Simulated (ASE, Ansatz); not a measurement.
**Σ7 (111) twist boundary in a Pd-Ir solid solution (84 atoms): support functions against a reference**

Aim: test how closely localised support functions follow the reference on Σ7 (111) twist boundary in a Pd-Ir solid solution (84 atoms), and at what cost. A setting counts as converged where the r.m.s. difference of forces stays under 1 % of the r.m.s. force.

Program: Ansatz 0.2.0. Level of theory: Kohn-Sham DFT, PBE, PAW (set soft_2), plane waves. Values are calculated unless marked as measured.

Report form: inputs, costs, results and the conclusion, without the logs.

### 1. The system as given

The cell holds 84 atoms: 44 Pd and 40 Ir. Cell: a = 7.232 Å, b = 7.232 Å, c = 27.381 Å, α = 90.0°, β = 90.0°, γ = 120.0°. It derives from Pd and Ir. Fcc Pd (a = 3.8655 Å); two grains turned against each other by 81.79 deg about [111]; 1 x 1 coincidence cells, 2 lattice periods a grain, two boundaries a cell, upper grain shifted by [0, 0] of the boundary cell and opened by 0.3 Å, one atom of each pair nearer than 2.05 Å removed; 40 of 84 Pd sites given to Ir at random (lattice constant by Vegard's rule between Pd and Ir); not relaxed, displaced by a Gaussian of 0.02 Å. Regions: lower grain, 42 atoms (22 Pd and 20 Ir); upper grain, 42 atoms (20 Ir and 22 Pd).

Before any run, some limits are plain. The host structure and its lattice constant were typed by rule, without a check against the phase diagram. The levels lack spin–orbit coupling, which is large for the heavy elements here.

### 2. Plane-wave single point

The first run fixes the reference, at a cutoff of 420 eV.

input.yaml reads:

```yaml
crystal:
  lattice:
    - [7.23169, 0.0, 0.0]
    - [-3.61584, 6.26283, 0.0]
    - [0.0, 0.0, 27.38097]
  atoms:
    - { symbol: Pd, position: [0.85841, 0.28521, 0.99978] }
    - { symbol: Ir, position: [0.80823, 0.05085, 0.08139] }
    - { symbol: Pd, position: [0.71284, 0.56927, 0.00063] }
    - { symbol: Pd, position: [0.95469, 0.76447, 0.08106] }
    - { symbol: Pd, position: [0.43112, 0.14497, 0.00026] }
    - { symbol: Ir, position: [0.66418, 0.33198, 0.08255] }
    - { symbol: Ir, position: [0.90591, 0.5226, 0.16273] }
    - { symbol: Pd, position: [0.61265, 0.09189, 0.16313] }
[... 72 atom lines left out ...]
    - { symbol: Pd, position: [0.99961, 0.99604, 0.74426] }
    - { symbol: Ir, position: [0.23359, 0.04374, 0.8259] }
    - { symbol: Pd, position: [0.18819, 0.23894, 0.90684] }
    - { symbol: Ir, position: [0.47799, 0.09659, 0.90667] }
kpoints:
  mp_grid: { grid: [3, 3, 1] }
hamiltonian:
  xc: pbe
scf:
  occupations: { method: cold, width: 0.15 }
output:
  forces: true
  stress: true
  populations: intrinsic
  dos:
    method: { smearing: { sigma: 0.08 } }
    de: 0.1
    projected:
      site_lists:
        Ir: [Ir]
        Pd: [Pd]
        lower_grain: [0, 1, 2, 3, 4, 5, 6, 7, 8, 9, 10, 11, 12, 13, 14, 15, 16, 17, 18, 19, 20, 21, 22, 23, 24, 25, 26, 27, 28, 29, 30, 31, 32, 33, 34, 35, 36, 37, 38, 39, 40, 41]
        upper_grain: [42, 43, 44, 45, 46, 47, 48, 49, 50, 51, 52, 53, 54, 55, 56, 57, 58, 59, 60, 61, 62, 63, 64, 65, 66, 67, 68, 69, 70, 71, 72, 73, 74, 75, 76, 77, 78, 79, 80, 81, 82, 83]
  eigenvalues: true
  write_density: true
  write_potential: true
  volumetric_format: npy
```

Started as:

```
$ ansatz run input.yaml --threads 32 --pin off --max-ram 143360MiB --backend cuda --events-out ev --progress --plain --runs-dir out
```

It took 4.5 s on 1 × NVIDIA GB200 with 32 threads of Arm Neoverse V2, shared host; peak memory 3.1 GiB; 21 s of CPU time.

That memory is the host's; the program planned up to 35.4 GiB on the GPU. Forces of this run were stored rounded, and per-atom blocks of the log weren't kept.

The run gave:

```
free energy                             : -784203.0145 eV
free energy per atom                    : -9335.7502 eV/atom
SCF cycles                              : 9
pressure                                : 3.134 GPa
r.m.s. force component                  : 0.5016 eV/Å
longest force                           : 1.695 eV/Å
Fermi energy                            : 22.09 eV
levels partly filled by over 2 per cent : 89
```

The r.m.s. force component of 0.50 eV/Å and the pressure of 3.1 GPa set the scale for the differences below.

### 3. Support functions low

With localised support functions most steps grow linearly with size, though the diagonalisation grows faster unless the density matrix is cut; this run measures error and cost at this size. The level low gives here a grid of 36×36×144 points and a radius of 3.75 Å.

This step: Kohn-Sham DFT, PBE, PAW (set soft_2), localised support functions (low) (Ansatz 0.2.0).

input.yaml, the sections that differ from step 2:

```yaml
scf:
  occupations: { method: cold, width: 0.15 }
  eigensolver: { kind: { support_functions: { accuracy: low } } }
  mixing: { beta: 0.2 }
  max_iter: 150
output:
  forces: true
  eigenvalues: true
# crystal, kpoints, hamiltonian: as in step 2
```

Elapsed: 11 s, on 1 × NVIDIA GB200 with 32 threads; peak memory 1.5 GiB.

That memory is the host's; the program planned up to 5.9 GiB on the GPU.

The program notes that the band table was not solved further than the SCF left it and it switched symmetry off.

Keys that differ from the reference: support_functions.accuracy = "low", scf.max_iter = 150 and scf.mixing.beta = 0.2.

Forces differ from the reference by 1.6 meV/Å r.m.s., 0.31 % of their size, within a tolerance of 1 %; the energy by -3.0 meV/atom. It took roughly 2.4 times the reference's time (one timing each, with unlike analyses asked), in 18 cycles against 9.

### 4. Support functions medium

The level medium is asked for. Here it resolves to the same grid and radius as in the run with support functions low, so the basis is not new.

This step: Kohn-Sham DFT, PBE, PAW (set soft_2), localised support functions (medium) (Ansatz 0.2.0).

input.yaml, the sections that differ from step 3:

```yaml
scf:
  occupations: { method: cold, width: 0.15 }
  eigensolver: { kind: { support_functions: { accuracy: medium } } }
  mixing: { beta: 0.2 }
  max_iter: 150
# crystal, kpoints, hamiltonian, output: as in step 3
```

The job ended after 11 s (1 × NVIDIA GB200 with 32 threads; peak memory 1.5 GiB).

That memory is the host's; the program planned up to 5.9 GiB on the GPU.

Keys that differ from the reference: support_functions.accuracy = "medium", scf.max_iter = 150 and scf.mixing.beta = 0.2.

Forces differ from the reference by 1.6 meV/Å r.m.s., 0.32 % of their size, within a tolerance of 1 %; the energy by -3.0 meV/atom. It took roughly 2.5 times the reference's time (one timing each, with unlike analyses asked), in 19 cycles against 9.

### 5. Support functions high

With localised support functions most steps grow linearly with size, though the diagonalisation grows faster unless the density matrix is cut; this run measures error and cost at this size. The level high gives here a grid of 48×48×162 points and a radius of 4.49 Å.

This step: Kohn-Sham DFT, PBE, PAW (set soft_2), localised support functions (high) (Ansatz 0.2.0).

input.yaml, the sections that differ from step 4:

```yaml
scf:
  occupations: { method: cold, width: 0.15 }
  eigensolver: { kind: { support_functions: { accuracy: high } } }
  mixing: { beta: 0.2 }
  max_iter: 150
# crystal, kpoints, hamiltonian, output: as in step 4
```

The job ended after 29 s (1 × NVIDIA GB200 with 32 threads; peak memory 1.6 GiB; 41 s of CPU time).

That memory is the host's; the program planned up to 10.9 GiB on the GPU.

The program notes that the correction for the support functions is uncertain and the support functions were not fully converged.

Keys that differ from the reference: support_functions.accuracy = "high", scf.max_iter = 150 and scf.mixing.beta = 0.2.

Forces differ from the reference by 0.82 meV/Å r.m.s., 0.16 % of their size, well within a tolerance of 1 %; the energy by -3.2 meV/atom. It took roughly 6.5 times the reference's time (one timing each, with unlike analyses asked), in 37 cycles against 9.

### 6. Support functions medium, spacing 0.397 Å

The grid spacing sets how fine a wave the support functions can hold. The typed value is an upper bound: the grid laid has 24×24×72 points, 0.380 Å apart at most.

This step: Kohn-Sham DFT, PBE, PAW (set soft_2), localised support functions (medium) (Ansatz 0.2.0).

input.yaml, the sections that differ from step 5:

```yaml
scf:
  occupations: { method: cold, width: 0.15 }
  eigensolver: { kind: { support_functions: { accuracy: medium, spacing: 0.397 } } }
  mixing: { beta: 0.2 }
  max_iter: 150
# crystal, kpoints, hamiltonian, output: as in step 5
```

Run time: 8.7 s. Hardware: 1 × NVIDIA GB200 with 32 threads; peak memory 1.5 GiB.

That memory is the host's; the program planned up to 5.1 GiB on the GPU.

The program notes that the forces don't sum to zero within tolerance and the grid leaves an egg-box force.

Forces differ from the reference by 91 meV/Å r.m.s., 18 % of their size, far over a tolerance of 1 %; the energy by +135 meV/atom. It took roughly 2.0 times the reference's time (one timing each, with unlike analyses asked), in 18 cycles against 9. The setting is coarser than the default on purpose.

### 7. Support functions medium, spacing 0.331 Å

The grid spacing sets how fine a wave the support functions can hold. The typed value is an upper bound: the grid laid has 24×24×90 points, 0.304 Å apart at most.

input.yaml, the sections that differ from step 6:

```yaml
scf:
  occupations: { method: cold, width: 0.15 }
  eigensolver: { kind: { support_functions: { accuracy: medium, spacing: 0.331 } } }
  mixing: { beta: 0.2 }
  max_iter: 150
# crystal, kpoints, hamiltonian, output: as in step 6
```

Elapsed: 9.3 s, on 1 × NVIDIA GB200 with 32 threads; peak memory 1.5 GiB; 16 s of CPU time.

That memory is the host's; the program planned up to 4.8 GiB on the GPU.

Forces differ from the reference by 26 meV/Å r.m.s., 5.2 % of their size, far over a tolerance of 1 %; the energy by -31 meV/atom. It took roughly 2.1 times the reference's time (one timing each, with unlike analyses asked), in 18 cycles against 9. The setting is coarser than the default on purpose.

### 8. Support functions medium, spacing 0.286 Å

The grid spacing sets how fine a wave the support functions can hold. The typed value is an upper bound: the grid laid has 30×30×96 points, 0.285 Å apart at most.

input.yaml, the sections that differ from step 7:

```yaml
scf:
  occupations: { method: cold, width: 0.15 }
  eigensolver: { kind: { support_functions: { accuracy: medium, spacing: 0.286 } } }
  mixing: { beta: 0.2 }
  max_iter: 150
# crystal, kpoints, hamiltonian, output: as in step 7
```

Wall time 9.4 s (1 × NVIDIA GB200 with 32 threads); peak memory 1.4 GiB; 16 s of CPU time.

That memory is the host's; the program planned up to 5.3 GiB on the GPU.

Forces differ from the reference by 8.4 meV/Å r.m.s., 1.7 % of their size, over a tolerance of 1 %; the energy by -10 meV/atom. It took roughly 2.1 times the reference's time (one timing each, with unlike analyses asked), in 18 cycles against 9. The setting is coarser than the default on purpose.

### 9. Support functions medium, spacing 0.253 Å

The grid spacing sets how fine a wave the support functions can hold. The typed value is an upper bound: the grid laid has 30×30×120 points, 0.241 Å apart at most.

input.yaml, the sections that differ from step 8:

```yaml
scf:
  occupations: { method: cold, width: 0.15 }
  eigensolver: { kind: { support_functions: { accuracy: medium, spacing: 0.253 } } }
  mixing: { beta: 0.2 }
  max_iter: 150
# crystal, kpoints, hamiltonian, output: as in step 8
```

It took 9.8 s on 1 × NVIDIA GB200 with 32 threads; peak memory 1.6 GiB.

That memory is the host's; the program planned up to 5.1 GiB on the GPU.

Keys that differ from the reference: support_functions.accuracy = "medium", support_functions.spacing = 0.253, scf.max_iter = 150 and scf.mixing.beta = 0.2.

Forces differ from the reference by 1.7 meV/Å r.m.s., 0.34 % of their size, within a tolerance of 1 %; the energy by -4.5 meV/atom. It took roughly 2.2 times the reference's time (one timing each, with unlike analyses asked), in 20 cycles against 9.

### 10. Support functions medium, spacing 0.198 Å

The grid spacing sets how fine a wave the support functions can hold. The typed value is an upper bound: the grid laid has 48×48×144 points, 0.190 Å apart at most.

input.yaml, the sections that differ from step 9:

```yaml
scf:
  occupations: { method: cold, width: 0.15 }
  eigensolver: { kind: { support_functions: { accuracy: medium, spacing: 0.198 } } }
  mixing: { beta: 0.2 }
  max_iter: 150
# crystal, kpoints, hamiltonian, output: as in step 9
```

Elapsed: 13 s, on 1 × NVIDIA GB200 with 32 threads; peak memory 1.5 GiB; 23 s of CPU time.

That memory is the host's; the program planned up to 7.5 GiB on the GPU.

Keys that differ from the reference: support_functions.accuracy = "medium", support_functions.spacing = 0.198, scf.max_iter = 150 and scf.mixing.beta = 0.2.

Forces differ from the reference by 1.6 meV/Å r.m.s., 0.32 % of their size, within a tolerance of 1 %; the energy by -3.1 meV/atom. It took roughly 3.0 times the reference's time (one timing each, with unlike analyses asked), in 18 cycles against 9.

### 11. Support functions medium, spacing 0.176 Å

The grid spacing sets how fine a wave the support functions can hold. The typed value is an upper bound: the grid laid has 48×48×162 points, 0.169 Å apart at most.

input.yaml, the sections that differ from step 10:

```yaml
scf:
  occupations: { method: cold, width: 0.15 }
  eigensolver: { kind: { support_functions: { accuracy: medium, spacing: 0.176 } } }
  mixing: { beta: 0.2 }
  max_iter: 150
# crystal, kpoints, hamiltonian, output: as in step 10
```

Run time: 12 s. Hardware: 1 × NVIDIA GB200 with 32 threads; peak memory 1.5 GiB; 23 s of CPU time.

That memory is the host's; the program planned up to 7.3 GiB on the GPU.

Keys that differ from the reference: support_functions.accuracy = "medium", support_functions.spacing = 0.176, scf.max_iter = 150 and scf.mixing.beta = 0.2.

Forces differ from the reference by 1.6 meV/Å r.m.s., 0.32 % of their size, within a tolerance of 1 %; the energy by -3.1 meV/atom. It took roughly 2.8 times the reference's time (one timing each, with unlike analyses asked), in 18 cycles against 9.

### 12. Other settings

Changed here: hamiltonian.dispersion = "d3bjatm" and scf.eigensolver.kind = "davidson".

This step: Kohn-Sham DFT, PBE+D3(BJ) with three-body term, PAW (set soft_2), plane waves (Ansatz 0.2.0).

input.yaml, the sections that differ from step 11:

```yaml
hamiltonian:
  xc: pbe
  dispersion: d3bjatm
scf:
  occupations: { method: cold, width: 0.15 }
  eigensolver: { kind: davidson }
output:
  forces: true
  stress: true
  populations: intrinsic
  dos:
    method: { smearing: { sigma: 0.08 } }
    de: 0.1
    projected:
      site_lists:
        Ir: [Ir]
        Pd: [Pd]
        lower_grain: [0, 1, 2, 3, 4, 5, 6, 7, 8, 9, 10, 11, 12, 13, 14, 15, 16, 17, 18, 19, 20, 21, 22, 23, 24, 25, 26, 27, 28, 29, 30, 31, 32, 33, 34, 35, 36, 37, 38, 39, 40, 41]
        upper_grain: [42, 43, 44, 45, 46, 47, 48, 49, 50, 51, 52, 53, 54, 55, 56, 57, 58, 59, 60, 61, 62, 63, 64, 65, 66, 67, 68, 69, 70, 71, 72, 73, 74, 75, 76, 77, 78, 79, 80, 81, 82, 83]
  eigenvalues: true
# crystal, kpoints: as in step 11
```

It took 7.4 s on 1 × NVIDIA GB200 with 32 threads; peak memory 4.6 GiB.

That memory is the host's; the program planned up to 44 GiB on the GPU.

Forces differ from the reference by 6.3 meV/Å r.m.s., 1.3 % of their size; the pressure by -5.8 GPa. It took roughly 1.7 times the reference's time (one timing each, with unlike analyses asked), in 9 cycles against 9.

### 13. Cost against change

Differences are against the plane-wave reference (Kohn-Sham DFT, PBE, PAW (set soft_2), plane waves), whose r.m.s. force component is 0.502 eV/Å. Energies are set beside the reference only for runs with its functional, potentials and electron count. Times are for 1 × NVIDIA GB200 with 32 threads of Arm Neoverse V2, shared host. The reference's time includes the DOS, the stress and grids, which some other runs skip.

```
                                                                     run  Δ force, r.m.s. (meV/Å)  share of r.m.s. force (%)  Δ energy (meV/atom)  Δ pressure (GPa)  cycles   time  host memory (GiB)  planned on the GPU (GiB)
                                                               reference                        -                          -                    -                 -       9  4.5 s                3.1                        35
                                                   support functions low                     1.56                      0.310                -2.96                 -      18   11 s                1.5                       5.9
                                                support functions medium                     1.62                      0.323                -2.96                 -      19   11 s                1.5                       5.9
                                                support functions high ¶                    0.816                      0.163                -3.21                 -      37   29 s                1.6                        11
                               support functions medium, spacing 0.397 Å                     91.2                       18.2                  135                 -      18  8.7 s                1.5                       5.1
                               support functions medium, spacing 0.331 Å                     25.9                       5.16                -30.9                 -      18  9.3 s                1.5                       4.8
                               support functions medium, spacing 0.286 Å                     8.37                       1.67                -10.1                 -      18  9.4 s                1.4                       5.3
                               support functions medium, spacing 0.253 Å                     1.72                      0.342                -4.48                 -      20  9.8 s                1.6                       5.1
                               support functions medium, spacing 0.198 Å                     1.59                      0.316                -3.09                 -      18   13 s                1.5                       7.5
                               support functions medium, spacing 0.176 Å                     1.58                      0.316                -3.13                 -      18   12 s                1.5                       7.3
hamiltonian.dispersion = "d3bjatm" and scf.eigensolver.kind = "davidson"                     6.33                       1.26                    -             -5.85       9  7.4 s                4.6                        44
```

¶ The program warns that the support functions of this run were not fully converged.

[end of part 1 of 2]

[Long decimals in the printed logs are rounded to 6 places.]

[Logs are printed without paths, hosts, clocks, repeated set-up lines and the standing remarks that a program may print on its own settings, such as how far it seeks lower states.]

[Hosts, paths, dates, database ids (printed as entryN), source tags and the programs' standing remarks are cut or masked in the printed files.]
